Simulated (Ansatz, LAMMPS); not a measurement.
# Amorphous Si (72 atoms), relaxed: functionals compared

Which bonds does the relaxation leave, and how do the Kohn-Sham gap, forces and pressure change with functional?

Calculated with Ansatz 0.2.0: Kohn-Sham DFT, PBE, PAW (set soft_2), plane waves; cutoff 420 eV, Γ point, fermi-dirac smearing of 0.025 eV.

In doubt: a hybrid run on one k-point (Ansatz), which bears on gaps, levels and energies.

**The cell**

Density at the start: 2.29 g/cm³. The cell holds 72 atoms: 72 Si. Cell: a = 11.361 Å, b = 11.361 Å, c = 11.361 Å, α = 90.0°, β = 90.0°, γ = 90.0°. 72 atoms (72 Si) placed at random at 2.29 g/cm³, melted at 3500 K for 10 ps at fixed volume with the Tersoff potential (Tersoff, Phys. Rev. B 39, 5566 (1989)). Quenched from 3500 K to 300 K at 20 K/ps and fixed volume, annealed at 800 K for 20 ps, held 5 ps, then minimised at fixed cell.

Cell and atoms were relaxed with PBE. The walk converged after 18 steps by the program's count, with a largest force component of 0.0277 eV/Å; it began at an r.m.s. force component of 0.24 eV/Å. The edges went from 11.361, 11.361, 11.361 to 11.933, 11.332, 10.939 Å, and the volume from 20.365 to 20.491 Å³ an atom (+0.6 %).

The input of the reference single point:

```yaml
crystal:
  lattice:
    - [11.92756, -0.36243, 0.02727]
    - [-0.36243, 11.32402, -0.20445]
    - [0.02727, -0.20445, 10.93745]
  atoms:
    - { symbol: Si, position: [0.91987, 0.38115, 0.82385] }
    - { symbol: Si, position: [0.1576, 0.94394, 0.79927] }
    - { symbol: Si, position: [0.44776, 0.68995, 0.84024] }
    - { symbol: Si, position: [0.15401, 0.95338, 0.11802] }
    [... 66 atom lines left out ...]
    - { symbol: Si, position: [0.50229, 0.96824, 0.0325] }
    - { symbol: Si, position: [0.60916, 0.39671, 0.71507] }
kpoints:
  mp_grid: { grid: [1, 1, 1] }
hamiltonian:
  xc: pbe
scf:
  occupations: { method: fermi_dirac, width: 0.025 }
output:
  forces: true
  stress: true
  populations: true
  dos:
    method: { smearing: { sigma: 0.08 } }
    de: 0.05
    projected: { site_lists: { Si: [Si] } }
  eigenvalues: true
  write_density: true
  write_potential: true
  volumetric_format: npy
```

**Bonds after relaxation**

Bonds by pair of elements; cutoffs follow the first minimum of g(r), held within bounds set by covalent radii, and pairs that aren't listed don't count as bonded:

| pair A-B | cutoff (Å) | bonds | mean length (Å) | spread (Å) | shortest (Å) | B about A | A about B |
| --- | --- | --- | --- | --- | --- | --- | --- |
| Si-Si | 2.93 | 147 | 2.40 | 0.081 | 2.29 | 4.08 | 4.08 |

How many atoms have how many bonded neighbours:

| element | mean | 4 | 5 |
| --- | --- | --- | --- |
| Si | 4.08 | 66 | 6 |

**Beside experiment**

**What experiment says.** Si-Si coordination number quoted from the high-resolution X-ray diffraction study of Laaziri et al (as quoted in “Relationship between diffraction peak, network topology, and amorphous-forming ability in silicon and silica”, 2021, PMC8590056): number of Si about Si 3.9.

Against the measurements quoted at the start:

| quantity | measured | this cell | difference | method of the measurement |
| --- | --- | --- | --- | --- |
| number of Si about Si | 3.9 | 4.08 | +4.7 % | X-ray diffraction |

The cell differs from the measured neighbour counts by up to 4.7 %. The network comes from the model that made the cell; in DFT 3 of its 148 bonded pairs passed out of the cutoffs and 2 came within them. Our coordination numbers hang on a cutoff, and experiments count neighbours in their own ways.

**Levels of theory**

Single points at the relaxed geometry:

```
functional  k-mesh  Kohn-Sham gap (eV)  pressure (GPa)  r.m.s. force component (eV/Å)  SCF cycles     time
       PBE   1×1×1               0.321            0.01                          0.005          11    9.3 s
     HSE06   1×1×1               0.509           -1.58                          0.057          27  1.8 min
    r2SCAN   1×1×1               0.348           -1.09                          0.056          10     28 s
    PBEsol   1×1×1               0.318           -1.80                          0.015          10    7.6 s
```

The gap is that between the highest filled and lowest empty Kohn-Sham level on the run's k-points. Cutoffs: 420 eV for PBE, HSE06 and PBEsol; 500 eV for r2SCAN. Times come from shared hosts and are rough.

**Findings**

By these cutoffs 92 % of Si atoms have 4 neighbours. The Kohn-Sham gap is 0.32 eV with PBE on the 1×1×1 mesh. On the 1×1×1 mesh HSE06 changes the gap by +0.19 eV against PBE. On the reference's mesh the gap changes with r2SCAN by +0.03 eV and PBEsol by under 0.01 eV. Against the reference the pressure changes with HSE06 by -1.6 GPa, r2SCAN by -1.1 GPa and PBEsol by -1.8 GPa; a negative change means a smaller volume than PBE would take.

Limits: All single points share the geometry relaxed with PBE. One sample; tail or defect levels can set the gap of a disordered cell. The quench rate of 20 K/ps is many orders above laboratory rates, so the cell is likely richer in defects and strain than a real sample. The network of bonds at the start is that of the classical potential that made the cell, and needn't be the one that DFT or experiment would give. In some runs the program notes that the gap may close elsewhere in the zone, the exchange threshold is loose for the stress and the SCF threshold is loose for the stress.

[Logs are printed without paths, hosts, clocks, repeated set-up lines and the standing remarks that a program may print on its own settings, such as how far it seeks lower states.]

[Hosts, paths, dates, database ids (printed as entryN), source tags and the programs' standing remarks are cut or masked in the printed files.]
